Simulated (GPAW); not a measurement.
# Core-hole calculation of the Zr L₃ edge in ZrS (Fm-3m), part 2 of 2

How does the Zr L₃ edge of ZrS (Fm-3m) move when the bonds are compressed or stretched?

GPAW 26.7.0; X-ray absorption from dipole matrix elements to empty bands, plane-wave PAW LDA.

So far. Step 6 (Spectrum with XCH, Zr atom 1): Against the first run the r.m.s. difference is 14 %. The highest intensity below 24 eV goes from 1.0 eV (4.25) to 1.2 eV (3.77). Step 8 (Spectrum with XCH, Zr atom 1): The scaled spectrum changes by 4 % r.m.s. The highest intensity below 24 eV stays at 1.0 eV.

The database entry behind the starting cell differs from later determinations by our own check (an axis about 1.9 % long against later determinations), so it need not match the best structure at ambient conditions.

## 10. Spectrum with XCH, Zr atom 1

Changed against the first core-hole run: volume scale from 1 to 1.06; the field's mesh follows (4×4×4 to 3×4×4).

Input file xas.py:

```python
import numpy as np
from ase import Atoms
from ase.parallel import parprint, paropen
from gpaw import GPAW, PW, FermiDirac, Mixer, MixerDif, setup_paths
from gpaw.test import gen
setup_paths.insert(0, '.')
gen('Zr', name='fch2p', xcname='LDA', corehole=(2, 1, 1), write_xml=True)
from gpaw.mpi import world
world.barrier()

atoms = Atoms('Zr6S6',
    cell=[[2.67648366, 5.35296732, 2.67648366],
     [5.35296732, -2.67648366, -2.67648366],
     [2.67648366, 2.67648366, -5.35296732]],
    scaled_positions=[[0, 0, 0],
     [0.5, 0.16666667, 0.16666667],
     [0, 0.33333333, 0.33333333],
     [0.5, 0.5, 0.5],
     [0, 0.66666667, 0.66666667],
     [0.5, 0.83333333, 0.83333333],
     [0.75, 0.25, 0.75],
     [0.25, 0.41666667, 0.91666667],
     [0.75, 0.58333333, 0.08333333],
     [0.25, 0.75, 0.25],
     [0.75, 0.91666667, 0.41666667],
     [0.25, 0.08333333, 0.58333333]],
    pbc=True)
atoms.calc = calc = GPAW(legacy_gpaw=True, mode=PW(430, force_complex_dtype=True), xc='LDA', setups={0: 'fch2p'},
    kpts={'size': (3, 4, 4), 'gamma': True}, occupations=FermiDirac(0.1),
    charge=-1, mixer=Mixer(0.1, 5, 50), maxiter=150,
    convergence={'density': 0.0001, 'eigenstates': 1e-6}, txt='scf.txt')
energy = atoms.get_potential_energy() + calc.get_reference_energy()
ef = calc.get_fermi_level()
out = dict(energy=energy, fermi=ef, forces=atoms.get_forces().tolist())
parprint(f'all-electron energy {energy:.4f} eV, Fermi level {ef:.4f} eV')
ev = np.array([[calc.get_eigenvalues(k, s) for k in range(len(calc.get_ibz_k_points()))] for s in range(calc.get_number_of_spins())])
out['homo'], out['lumo'], out['counts'] = ev[ev < ef].max(), ev[ev > ef].min(), sorted(set((ev < ef).sum((0, 2)).tolist()))
out['filled'] = (ev[:, 0] < ef).sum(1).tolist()

from ase.units import Ha
from gpaw.xas import dipole_matrix_elements
nb = int(calc.get_number_of_electrons() / 2) + 170
top, nb = nb, nb + 8 + nb // 12
nscf = calc.fixed_density(kpts={'size': (4, 4, 4), 'gamma': True}, nbands=nb,
    convergence={'bands': top, 'eigenstates': 5e-3}, maxiter=60, txt='nscf.txt')
cell = atoms.cell.array
ops = [cell.T @ U.T @ np.linalg.inv(cell.T) for U in nscf.wfs.kd.symmetry.op_scc]
E = np.arange(-6, 34, 0.1)
fwhm = np.interp(E, [4, 25], [1.57, 3.5])
Y, X, zero, highest = 0, 0, 1e9, 1e9
for spin in range(nscf.get_number_of_spins()):
    wfs = nscf.wfs
    mine = wfs.bd.get_slice()  # this rank's bands
    A = dipole_matrix_elements(wfs.setups[0])
    eps = np.zeros((wfs.kd.nibzkpts, nb))
    d = np.zeros((3, A.shape[1], wfs.kd.nibzkpts, nb), complex)
    for kpt in wfs.kpt_u:
        if kpt.s == spin and 0 in kpt.P_ani:
            eps[kpt.k, mine] = kpt.eps_n * Ha
            d[:, :, kpt.k, mine] = (kpt.weight * wfs.nspins / 2) ** 0.5 * np.inner(A, kpt.P_ani[0])
    world.sum(eps)
    world.sum(d)
    T = np.einsum('amkn,bmkn->abkn', d, d.conj()).real
    T = sum(np.einsum('ai,ijkn,bj->abkn', R, T, R) for R in ops) / len(ops)
    empty = eps > ef
    zero, highest = min(zero, eps[empty].min()), min(highest, eps[:, top - 1].min())
    lines = [(eps, T, empty)] if spin == 0 else lines + [(eps, T, empty)]
for eps, T, empty in lines:
    f = np.einsum('aakn->akn', T).reshape(3, -1)
    x = eps.ravel() - zero
    w = np.interp(x, E, fwhm) / 2.35482
    g = np.exp(-0.5 * ((E[:, None] - x) / w) ** 2) / (w * (2 * np.pi) ** 0.5)
    Y = Y + (f * empty.ravel()) @ g.T
    X = X + (f * ~empty.ravel()) @ g.T
out.update(E=E.round(2).tolist(), xas=Y.tolist(), xes=X.tolist(), zero=zero, valid=highest - zero, nk=len(eps), nb=nb)
for i in range(0, len(E), 10):
    parprint(f'{E[i]:7.2f}', *(f'{v:10.3e}' for v in Y[:, i]))
import json
with paropen('out.json', 'w') as f:
    json.dump(out, f)
```

Started as:

```bash
OMP_NUM_THREADS=1 mpirun -n 4 gpaw python xas.py
```

Run time: 3.3 min. Hardware: 4 MPI ranks of Arm Neoverse V1, shared host; peak memory 0.53 GiB; 13 min of CPU time.

| E (eV) | first run | this run |
| --- | --- | --- |
| -2.0 | 0.01 | 0.01 |
| -1.0 | 0.29 | 0.35 |
| 0.0 | 2.36 | 2.74 |
| 1.0 | 4.25 | 4.57 |
| 2.0 | 2.95 | 2.82 |
| 3.0 | 1.38 | 1.16 |
| 4.0 | 0.68 | 0.66 |
| 5.0 | 0.61 | 0.59 |
| 6.0 | 0.59 | 0.59 |
| 7.0 | 0.80 | 0.86 |
| 8.0 | 0.96 | 0.93 |
| 9.0 | 0.84 | 0.75 |
| 10.0 | 0.70 | 0.64 |
| 11.0 | 0.61 | 0.55 |
| 12.0 | 0.46 | 0.41 |
| 13.0 | 0.37 | 0.36 |
| 14.0 | 0.36 | 0.42 |
| 15.0 | 0.46 | 0.54 |
| 16.0 | 0.57 | 0.63 |
| 17.0 | 0.63 | 0.67 |
| 18.0 | 0.64 | 0.61 |
| 19.0 | 0.57 | 0.50 |
| 20.0 | 0.46 | 0.42 |
| 21.0 | 0.40 | 0.44 |
| 22.0 | 0.43 | 0.49 |
| 23.0 | 0.48 | 0.51 |
| 24.0 | 0.48 | 0.49 |
| 25.0 | 0.47 | 0.51 |
| 26.0 | 0.49 | 0.57 |
| 27.0 | 0.55 | 0.65 |
| 28.0 | 0.63 | 0.70 |
| 29.0 | 0.69 | 0.68 |
| 30.0 | 0.67 | 0.60 |
| 31.0 | 0.59 | 0.54 |
| 32.0 | 0.52 | 0.55 |

Against the first run the r.m.s. difference is 9 %. The highest intensity below 24 eV goes from 1.0 eV (4.25) to 1.0 eV (4.57).

The photon energy of the zero moves by +0.15 eV.

## 11. The volumes side by side

| volume | nearest distance (Å) | shift of the zero (eV) | maximum 1 (eV above own zero) | maximum 2 (eV above own zero) | maximum 3 (eV above own zero) |
| --- | --- | --- | --- | --- | --- |
| 0.91 | 2.544 | -0.28 | 1.2 | 8.4 | 19.0 |
| 0.97 | 2.598 | -0.08 | 1.0 | 8.2 | 18.0 |
| 1 | 2.625 | +0.00 | 1.0 | 8.0 | 17.6 |
| 1.06 | 2.676 | +0.15 | 1.0 | 7.6 | 16.8 |

The curves, each shifted by its zero's change so that they share one photon-energy axis, counted from the zero at V × 1:

| E (eV) | V × 0.91 | V × 0.97 | V × 1 | V × 1.06 |
| --- | --- | --- | --- | --- |
| -2.0 | 0.02 | 0.01 | 0.01 | 0.00 |
| -1.0 | 0.50 | 0.36 | 0.29 | 0.23 |
| 0.0 | 2.58 | 2.44 | 2.36 | 2.26 |
| 1.0 | 3.74 | 4.07 | 4.25 | 4.56 |
| 2.0 | 2.60 | 2.84 | 2.95 | 3.15 |
| 3.0 | 1.41 | 1.40 | 1.38 | 1.33 |
| 4.0 | 0.73 | 0.69 | 0.68 | 0.69 |
| 5.0 | 0.58 | 0.60 | 0.61 | 0.61 |
| 6.0 | 0.66 | 0.61 | 0.59 | 0.57 |
| 7.0 | 0.80 | 0.79 | 0.80 | 0.82 |
| 8.0 | 0.97 | 0.96 | 0.96 | 0.94 |
| 9.0 | 0.90 | 0.86 | 0.84 | 0.78 |
| 10.0 | 0.79 | 0.73 | 0.70 | 0.65 |
| 11.0 | 0.68 | 0.63 | 0.61 | 0.57 |
| 12.0 | 0.53 | 0.48 | 0.46 | 0.43 |
| 13.0 | 0.40 | 0.37 | 0.37 | 0.36 |
| 14.0 | 0.35 | 0.35 | 0.36 | 0.40 |
| 15.0 | 0.38 | 0.43 | 0.46 | 0.52 |
| 16.0 | 0.49 | 0.54 | 0.57 | 0.62 |
| 17.0 | 0.56 | 0.61 | 0.63 | 0.67 |
| 18.0 | 0.60 | 0.63 | 0.64 | 0.62 |
| 19.0 | 0.61 | 0.59 | 0.57 | 0.52 |
| 20.0 | 0.55 | 0.49 | 0.46 | 0.43 |
| 21.0 | 0.45 | 0.41 | 0.40 | 0.43 |
| 22.0 | 0.39 | 0.41 | 0.43 | 0.49 |
| 23.0 | 0.41 | 0.46 | 0.48 | 0.51 |
| 24.0 | 0.45 | 0.48 | 0.48 | 0.49 |
| 25.0 | 0.46 | 0.46 | 0.47 | 0.50 |
| 26.0 | 0.44 | 0.46 | 0.49 | 0.56 |
| 27.0 | 0.44 | 0.51 | 0.55 | 0.64 |
| 28.0 | 0.49 | 0.59 | 0.63 | 0.70 |
| 29.0 | 0.57 | 0.66 | 0.69 | 0.69 |
| 30.0 | 0.65 | 0.68 | 0.67 | 0.61 |

## 12. What came out

```yaml
absorber_and_edge: Zr L₃, atom 1 of the ground-state input (counted from 1)
surroundings: 6 S at 2.62 Å (octahedral, site symmetry m-3m)
highest_intensity_below_24_ev: 1.0 eV above the zero, height 4.25
```

In words: From V × 0.91 to V × 1.06 the nearest distance grows by 0.133 Å and the zero moves by +0.43 eV. Above their own zero, the maxima move from 1.2 to 1.0 eV, from 8.4 to 7.6 eV and from 19.0 to 16.8 eV. The one highest in energy moves most, in the direction that the rule ΔE·R² ≈ constant for scattering resonances gives. The Zr L₃ edge of atom 1, with 6 S at 2.62 Å (octahedral, site symmetry m-3m), has its highest intensity of the first 24 eV at 1.0 eV above the zero, 4.3 times the mean level of the first 20 eV (Gaussian full width 1.57 eV up to 4 eV, rising linearly to 3.5 eV at 25 eV). Only the L₃ part is meant: spin–orbit coupling of the core level isn't computed and the L₂ copy isn't added. The script folds with a Gaussian, whereas the core hole's own line is a Lorentzian, so the onset is too steep and the first peak too high. The unit cell's mesh shows no gap over 0.35 eV. That is right for a metallic compound; for a small-gap or correlated insulator it would be the fault of the functional or of the assumed magnetic order, and the hole would be screened too well. The holes are only 6.4 Å apart, so the shape is probably not converged with cell size; no larger cell was run here. The mesh is coarse (0.30 Å⁻¹ between points), so small maxima may be mesh ripples. Lifetime broadening is put in by hand, and intensities beyond about 20 eV depend on it and on the partial waves; weight that the partial waves miss at high energy is lost. The structure is a published determination, not relaxed.

[Logs are printed without paths, hosts, clocks, repeated set-up lines and the standing remarks that a program may print on its own settings, such as how far it seeks lower states.]

[Hosts, paths, dates, database ids (printed as entryN), source tags and the programs' standing remarks are cut or masked in the printed files.]

[Lists of maxima count a maximum above −3 eV only where it reaches 4 % of the highest in the window and stands out from its surroundings by 2 % of it (1.5 % where it reaches 55 %); shoulders and weaker maxima are passed over, and of the rest the first, up to two pre-edge ones and the few strongest are named.]
